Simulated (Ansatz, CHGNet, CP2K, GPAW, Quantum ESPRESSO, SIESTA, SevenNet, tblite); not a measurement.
# CP2K runs on generalised stacking fault on (111) (glide set) of a Ge-Si solid solution (72 atoms)

Aim: run generalised stacking fault on (111) (glide set) of a Ge-Si solid solution (72 atoms) in CP2K and see how near its forces come to a plane-wave reference, and at what cost.

Calculated with CP2K 2026.2; the method is named at each step.

## (1) Set-up

The cell holds 72 atoms: 51 Ge and 21 Si. Cell: a = 6.849 Å, b = 11.862 Å, c = 19.579 Å, α = 90.0°, β = 88.3°, γ = 90.0°. Diamond-structure Ge lattice (a = 5.5919 Å, the value set for the mixture), cell with z along [111], 1 x 3 x 2 periods; the third cell vector is tilted by 0.083 of 1/2[11-2] and lengthened by 0.2 Å, so the cell holds one fault (glide set); displaced by a Gaussian of 0.01 Å; 21 of 72 Ge sites given to Si at random (lattice constant by Vegard's rule between Ge and Si). Then every atom was moved at random, 0.05 Å r.m.s. a Cartesian component. The structure's axis is c.

The yardstick, on the same geometry:

```
method                 : Kohn-Sham DFT, PBE, PAW, plane waves (Ansatz 0.2.0); cutoff 420 eV, Γ point, fermi-dirac smearing of 0.05 eV; PAW set soft_2
r.m.s. force component : 0.8462 eV/Å
longest force          : 2.816 eV/Å
pressure               : 3.278 GPa
SCF cycles             : 9
time                   : 20 s on 8 threads of Arm Neoverse V1, shared host
CPU time               : 2.1 min
```

## (2) PBE, DZVP-UZH, 350/50 Ry, diagonalisation

Method: Kohn-Sham DFT, PBE, GTH-PBE pseudopotentials, Gaussian and plane waves, DZVP-MOLOPT (UZH set), diagonalisation.

Input file input.inp:

```
&GLOBAL
  PROJECT cell
  RUN_TYPE ENERGY_FORCE
  PRINT_LEVEL LOW
&END GLOBAL
&FORCE_EVAL
  METHOD QS
  STRESS_TENSOR ANALYTICAL
  &DFT
    BASIS_SET_FILE_NAME BASIS_MOLOPT_UZH
    POTENTIAL_FILE_NAME POTENTIAL_UZH
    &MGRID
      CUTOFF 350
      REL_CUTOFF 50
    &END MGRID
    &QS
      EPS_DEFAULT 1.0E-12
    &END QS
    &SCF
      SCF_GUESS ATOMIC
      EPS_SCF 1.0E-06
      MAX_SCF 200
      ADDED_MOS 32
      &DIAGONALIZATION
        ALGORITHM STANDARD
      &END DIAGONALIZATION
      &SMEAR ON
        METHOD FERMI_DIRAC
        ELECTRONIC_TEMPERATURE [K] 580
      &END SMEAR
      &MIXING
        METHOD BROYDEN_MIXING
        ALPHA 0.15
        NBROYDEN 8
      &END MIXING
      &PRINT
        &RESTART OFF
        &END RESTART
      &END PRINT
    &END SCF
    &XC
      &XC_FUNCTIONAL PBE
      &END XC_FUNCTIONAL
    &END XC
    &PRINT
      &MULLIKEN ON
      &END MULLIKEN
      &HIRSHFELD ON
        SHAPE_FUNCTION DENSITY
      &END HIRSHFELD
      &MO ON
        EIGENVALUES T
        OCCUPATION_NUMBERS T
        MO_INDEX_RANGE 133 156
        &EACH
          QS_SCF 0
        &END EACH
        ADD_LAST NUMERIC
      &END MO
    &END PRINT
  &END DFT
  &SUBSYS
    &CELL
      A 6.84865 0.00000 0.00000
      B 0.00000 11.86221 0.00000
      C 0.57070 0.00000 19.57091
    &END CELL
    &COORD
      Ge 3.31142 2.03876 0.44485
      Ge 3.36747 1.99048 2.83191
      Ge 5.72086 1.98633 3.63960
      Si 5.56179 2.01658 6.07833
      Si 6.86070 11.83682 0.53996
      Ge 6.77207 11.85379 2.78748
      Si 2.28613 11.80041 3.60457
      Ge 2.28515 11.84857 5.98518
      Ge 4.57957 11.82994 6.84669
      Si 4.56427 0.00854 9.24119
      Si 3.43970 5.92992 0.44504
      Si 3.46061 5.86444 2.73347
      Ge 5.72614 5.78520 3.60222
      Ge 5.76987 5.92470 6.08812
      Si 6.82199 3.91821 0.36324
      Ge 6.78443 3.85605 2.84952
      Ge 2.28372 3.92544 3.59459
      Si 2.25587 3.98701 6.06855
      Ge 4.55367 3.94620 6.81322
      Si 4.54331 3.95747 9.28581
      Ge 1.12656 2.01527 6.83064
      Ge 1.11909 2.03022 9.36448
      Si 3.34673 2.00092 10.10603
      Si 3.42897 1.96284 12.57862
      Ge 5.72282 1.91254 13.25616
      Si 5.72074 2.00365 15.75889
      Ge 6.87787 11.81025 10.08646
      Ge 6.80173 0.09063 12.44260
      Si 2.22549 11.77858 13.31507
      Ge 2.23458 11.80266 15.70977
      Ge 4.64325 0.05812 16.55073
      Si 4.58421 0.02954 19.03525
      Ge 3.37271 9.88051 0.42136
      Si 3.44736 9.91479 2.91059
      Ge 5.77265 9.86639 3.65663
      Ge 5.70756 9.91704 6.11454
      Ge 6.83386 7.97259 0.48614
      Ge 6.89312 8.04744 2.77692
      Ge 2.27153 7.89620 3.61338
      Ge 2.35906 7.88362 6.05602
      Ge 4.64486 7.85456 6.82144
      Ge 4.59009 7.86251 9.23669
      Ge 1.16392 6.00857 6.89757
      Ge 1.15708 5.84071 9.28385
      Ge 3.38905 5.94273 10.12697
      Ge 3.47006 6.01853 12.47763
      Ge 5.68718 5.92150 13.34227
      Ge 5.73447 5.95186 15.71759
      Si 6.90145 3.97194 10.09879
      Si 6.78356 3.97930 12.50542
      Ge 2.29467 3.97752 13.28708
      Ge 2.34226 3.98879 15.67747
      Ge 4.64762 3.98582 16.57382
      Ge 4.60764 3.99175 18.94621
      Ge 1.15103 2.01919 16.59926
      Ge 1.13078 2.00270 18.91568
[... 12 atom lines left out ...]
      Si 1.08453 5.85471 16.49573
      Si 1.18320 5.95874 18.94934
      Ge 1.13906 9.87920 16.62999
      Si 1.03986 9.89261 18.93309
    &END COORD
    &KIND Ge
      BASIS_SET DZVP-MOLOPT-PBE-GTH-q4
      POTENTIAL GTH-PBE-q4
    &END KIND
    &KIND Si
      BASIS_SET DZVP-MOLOPT-PBE-GTH-q4
      POTENTIAL GTH-PBE-q4
    &END KIND
  &END SUBSYS
  &PRINT
    &FORCES ON
    &END FORCES
    &STRESS_TENSOR ON
    &END STRESS_TENSOR
  &END PRINT
&END FORCE_EVAL
```

Launch:

```sh
OMP_NUM_THREADS=2 cp2k.psmp -i input.inp > output.txt
```

Numbers of over 12 decimals in the logs are rounded to 6 here.

Output:

```text
CP2K| version string:                                       CP2K version 2026.2
 CP2K| Input file name                                                 input.inp
 GLOBAL| Basis set file name                                    BASIS_MOLOPT_UZH
 GLOBAL| Potential file name                                       POTENTIAL_UZH
 GLOBAL| Run type                                                   ENERGY_FORCE
 GLOBAL| Total number of message passing processes                             1
 GLOBAL| Number of threads for this process                                    2
 TOTAL NUMBERS AND MAXIMUM NUMBERS
  Total number of            - Atomic kinds:                                   2
                             - Atoms:                                         72
                             - Shell sets:                                    72
                             - Shells:                                       360
                             - Primitive Cartesian functions:                288
                             - Cartesian basis functions:                   1008
                             - Spherical basis functions:                    936
  Maximum angular momentum of- Orbital basis functions:                        2
                             - Local part of the GTH pseudopotential:          0
                             - Non-local part of the GTH pseudopotential:      4
 SCF PARAMETERS         Density guess:                                    ATOMIC
                        max_scf:                                             200
                        eps_scf:                                        1.00E-06
                        added MOs                                        32    0
                        Mixing method:                            BROYDEN_MIXING
                                                charge density mixing in g-space
                        Smear method:                                FERMI_DIRAC
                        Electronic temperature [K]:                        580.0
                        Electronic temperature [a.u.]:                  1.84E-03
                        Accuracy threshold:                             1.00E-10
 Extrapolation method: initial_guess
 Number of electrons:                                                        288
 Number of occupied orbitals:                                                144
 Number of molecular orbitals:                                               176
 Number of orbital functions:                                                936
 Number of independent orbital functions:                                    936
 SCF WAVEFUNCTION OPTIMIZATION
  Step     Update method      Time    Convergence         Total energy    Change
     1 NoMix/Diag. 0.15E+00    4.2     0.59748814      -286.7255906239 -2.87E+02
     2 Broy./Diag. 0.15E+00    7.1     0.03726652      -282.0492196462  4.68E+00
     3 Broy./Diag. 0.15E+00    7.1     0.14381438      -281.5280860615  5.21E-01
     4 Broy./Diag. 0.15E+00    7.1     0.02704453      -282.6576969974 -1.13E+00
[...]
17 Broy./Diag. 0.15E+00    7.1     0.00000135      -282.4105503038 -3.21E-05
    18 Broy./Diag. 0.15E+00    7.3     0.00000027      -282.4105593240 -9.02E-06
  *** SCF run converged in    18 steps ***
  Electronic density on regular grids:       -287.9999999999        0.0000000001
  Core density on regular grids:              287.9999999991       -0.0000000009
  Total charge density on r-space grids:       -0.0000000008
  Total charge density g-space grids:          -0.0000000008
  Overlap energy of the core charge distribution:               9.48312e-07
  Self energy of the core charge distribution:               -641.353328
  Core Hamiltonian energy:                                    146.717379
  Hartree energy:                                             297.385115
  Exchange-correlation energy:                                -85.155396
  Electronic entropic energy:                                  -0.00433008
  Fermi energy:                                                 0.188507
  Total energy:                                              -282.410559
  Total energy (extrapolated to T->0):                       -282.408394
 MO| EIGENVALUES AND OCCUPATION NUMBERS
 MO|
 MO|  Index      Eigenvalue [a.u.]        Eigenvalue [eV]             Occupation
 MO|    133               0.132695               3.610811               2.000000
 MO|    134               0.137349               3.737460               2.000000
 MO|    135               0.143523               3.905464               2.000000
[...]
MO|    155               0.219351               5.968847               0.000000
 MO|    156               0.221539               6.028385               0.000000
 MO| Sum:                                                             288.000000
 MO| E(Fermi):            0.188507 a.u.          5.129542 eV
 !-----------------------------------------------------------------------------!
                     Mulliken Population Analysis
 #  Atom  Element  Kind  Atomic population                           Net charge
       1     Ge       1          4.079092                             -0.079092
       2     Ge       1          4.040966                             -0.040966
       3     Ge       1          4.043037                             -0.043037
[...]
71     Ge       1          4.027134                             -0.027134
      72     Si       2          3.863833                              0.136167
 # Total charge                            288.000000                  0.000000
 !-----------------------------------------------------------------------------!
 !-----------------------------------------------------------------------------!
                           Hirshfeld Charges
  #Atom  Element  Kind  Ref Charge     Population                    Net charge
      1       Ge     1       4.000          3.997                         0.003
      2       Ge     1       4.000          4.002                        -0.002
      3       Ge     1       4.000          3.989                         0.011
[...]
71       Ge     1       4.000          4.007                        -0.007
     72       Si     2       4.000          3.997                         0.003
  Total Charge                                                           -0.000
 !-----------------------------------------------------------------------------!
 ENERGY| Total FORCE_EVAL ( QS ) energy [hartree]           -282.410563
 FORCES| Atomic forces [hartree/bohr]
 FORCES|   Atom     x               y               z               |f|
 FORCES|      1 -2.35230986E-02 -1.64768373E-02 -9.13599881E-03   3.01378302E-02
 FORCES|      2  1.42644211E-02 -2.50290353E-02  4.34947427E-03   2.91349317E-02
 FORCES|      3 -3.06597387E-02 -2.04926063E-02  2.14692462E-02   4.26719465E-02
[...]
FORCES|     71 -1.49508358E-02 -3.16027146E-03 -5.48308764E-03   1.62351180E-02
 FORCES|     72  1.97818981E-02  1.86938823E-02  1.64577080E-02   3.18063025E-02
 FORCES| Sum    -6.89045464E-08 -7.29886407E-07 -3.23395369E-08
 FORCES| Total atomic force                                       7.33844568E-07
 STRESS| Analytical stress tensor [bar]
 STRESS|                        x                   y                   z
 STRESS|      x       -5.49368448285E+04  -6.86472101463E+03  -2.02500918995E+04
 STRESS|      y       -6.86472101463E+03   1.28445745924E+05   4.57351849383E+03
 STRESS|      z       -2.02500918995E+04   4.57351849383E+03   3.57548251477E+04
 STRESS| 1/3 Trace                                             3.64212420811E+04
```

Elapsed: 2.5 min, on 2 threads of Arm Neoverse V1, shared host; peak memory 2 GiB; 4.7 min of CPU time.

Banners, paths, timers and routine set-up lines are dropped from the logs unmarked, and long logs keep their key lines alone; longer cuts are marked.

Numbers from this run, and their distance from the reference:

* r.m.s. force component: 0.8575 eV/Å
* r.m.s. difference of force components: 26.36 meV/Å
* longest difference of force vectors: 112.2 meV/Å
* force difference over r.m.s. force: 3.116 %
* slope of forces against the reference's: 1.013
* correlation of force components: 0.9996
* pressure: 3.642 GPa
* pressure difference: 0.3642 GPa

Length of the force difference by element (eV/Å):

| element | atoms | mean | most |
| --- | --- | --- | --- |
| Ge | 51 | 0.022 | 0.075 |
| Si | 21 | 0.067 | 0.11 |

Local excerpt of 9 atoms (numbers count through the whole input) about Ge25, which bears the longest force; x, y, z are measured from there.

| atom | x | y | z | distance (Å) | bonds | Hirshfeld charge (e) | Fx | Fy | Fz (eV/Å) |
| --- | --- | --- | --- | --- | --- | --- | --- | --- | --- |
| Ge25 | 0.00 | 0.00 | 0.00 | 0.00 | 4 | 0.00 | -1.12 | 2.17 | 1.41 |
| Ge28 | 1.08 | -1.82 | -0.81 | 2.27 | 4 | 0.01 | 1.69 | -2.05 | 0.22 |
| Si24 | -2.29 | 0.05 | -0.68 | 2.39 | 4 | -0.01 | -0.36 | -0.66 | -0.92 |
| Si50 | 1.06 | 2.07 | -0.75 | 2.44 | 4 | 0.00 | 0.93 | -0.50 | -0.58 |
| Si26 | 0.00 | 0.09 | 2.50 | 2.50 | 4 | 0.01 | 0.74 | 0.11 | -0.58 |
| Ge61 | 0.09 | -3.89 | 0.12 | 3.90 | 4 | 0.00 | -0.79 | 0.40 | -0.33 |
| Si29 | 3.35 | -2.00 | 0.06 | 3.90 | 4 | -0.01 | -0.37 | 1.89 | -0.03 |
| Ge27 | 1.16 | -1.96 | -3.17 | 3.90 | 4 | 0.01 | -1.31 | 1.08 | -0.59 |
| Ge31 | -1.08 | -1.85 | 3.29 | 3.93 | 4 | 0.00 | -1.12 | 0.07 | 0.80 |

Forces lie 3.1 % from the reference's, at 2.2 times its CPU time (on 2 against 8 cores).

The difference per atom is largest on Si (0.067 eV/Å on average, against 0.022 on Ge).

## (3) PBE, SZV-MOLOPT-SR, 350/50 Ry, diagonalisation

Method: Kohn-Sham DFT, PBE, GTH-PBE pseudopotentials, Gaussian and plane waves, SZV-MOLOPT-SR-GTH, diagonalisation.

input.inp, as its differences from that of step 2:

```diff
@@ -9,4 +9,4 @@
   &DFT
-    BASIS_SET_FILE_NAME BASIS_MOLOPT_UZH
-    POTENTIAL_FILE_NAME POTENTIAL_UZH
+    BASIS_SET_FILE_NAME BASIS_MOLOPT
+    POTENTIAL_FILE_NAME GTH_POTENTIALS
     &MGRID
@@ -71,3 +71,3 @@
     &KIND Ge
-      BASIS_SET DZVP-MOLOPT-PBE-GTH-q4
+      BASIS_SET SZV-MOLOPT-SR-GTH-q4
       POTENTIAL GTH-PBE-q4
@@ -75,3 +75,3 @@
     &KIND Si
-      BASIS_SET DZVP-MOLOPT-PBE-GTH-q4
+      BASIS_SET SZV-MOLOPT-SR-GTH-q4
       POTENTIAL GTH-PBE-q4
```

Launch:

```sh
OMP_NUM_THREADS=1 cp2k.psmp -i input.inp > output.txt
```

Output:

```text
CP2K| version string:                                       CP2K version 2026.2
 CP2K| Input file name                                                 input.inp
 GLOBAL| Basis set file name                                        BASIS_MOLOPT
 GLOBAL| Potential file name                                      GTH_POTENTIALS
[... lines left out ...]
 Number of electrons:                                                        288
[... lines left out ...]
  Step     Update method      Time    Convergence         Total energy    Change
[... lines left out ...]
  *** SCF run converged in    22 steps ***
[... lines left out ...]
  Fermi energy:                                                 0.256771
  Total energy:                                              -280.194384
  Total energy (extrapolated to T->0):                       -280.192888
[... lines left out ...]
 MO| E(Fermi):            0.256771 a.u.          6.987083 eV
[... lines left out ...]
 ENERGY| Total FORCE_EVAL ( QS ) energy [hartree]           -280.194387
[... lines left out ...]
 FORCES|      1 -4.06646225E-02 -8.20699071E-03 -7.80606579E-03   4.22125678E-02
 FORCES|      2  2.66114503E-02 -1.51218493E-02 -4.41481838E-03   3.09245895E-02
 FORCES|      3 -3.93606734E-02 -2.55392695E-02  9.17913231E-03   4.78097622E-02
[...]
FORCES|     71 -2.00148556E-02 -4.25165220E-03 -2.04059292E-02   2.88976286E-02
 FORCES|     72  2.87098908E-02  1.03622757E-02  1.95102871E-02   3.62254868E-02
 FORCES| Sum    -2.63222335E-07 -1.99819331E-06 -3.72977030E-07
 FORCES| Total atomic force                                       2.04967665E-06
 STRESS| Analytical stress tensor [bar]
 STRESS|                        x                   y                   z
 STRESS|      x       -4.20885515768E+04  -9.19454498245E+03  -1.71508633686E+04
 STRESS|      y       -9.19454498245E+03   9.15666012017E+04   5.84342853075E+03
 STRESS|      z       -1.71508633686E+04   5.84342853075E+03   1.77926141850E+04
 STRESS| 1/3 Trace                                             2.24235546033E+04
```

Run time: 2 min. Hardware: 1 thread; peak memory 1.7 GiB.

Compared with the plane-wave run:

| Property | Result |
| --- | --- |
| r.m.s. force component | 1.074 eV/Å |
| r.m.s. difference of force components | 426.5 meV/Å |
| longest difference of force vectors | 1388 meV/Å |
| force difference over r.m.s. force | 50.4 % |
| slope of forces against the reference's | 1.179 |
| correlation of force components | 0.9286 |
| pressure | 2.242 GPa |
| pressure difference | -1.036 GPa |

This is a coarse setting, run to see what it loses.

Against the first run (3.1 %), the force difference from the reference is 50 %, at 0.42 times the CPU time (on 1 against 2 cores), with 288 basis functions against 936; this set comes with other potentials too, so the change isn't the basis's alone.

(Part 1 of 3 ends here.)

[Also dropped from logs without a mark: logging warnings of Python, and SIESTA's first energy breakdown and zero terms.]

[Logs are printed without paths, hosts, clocks, repeated set-up lines and the standing remarks that a program may print on its own settings, such as how far it seeks lower states.]

[Hosts, paths, dates, database ids (printed as entryN), source tags and the programs' standing remarks are cut or masked in the printed files.]
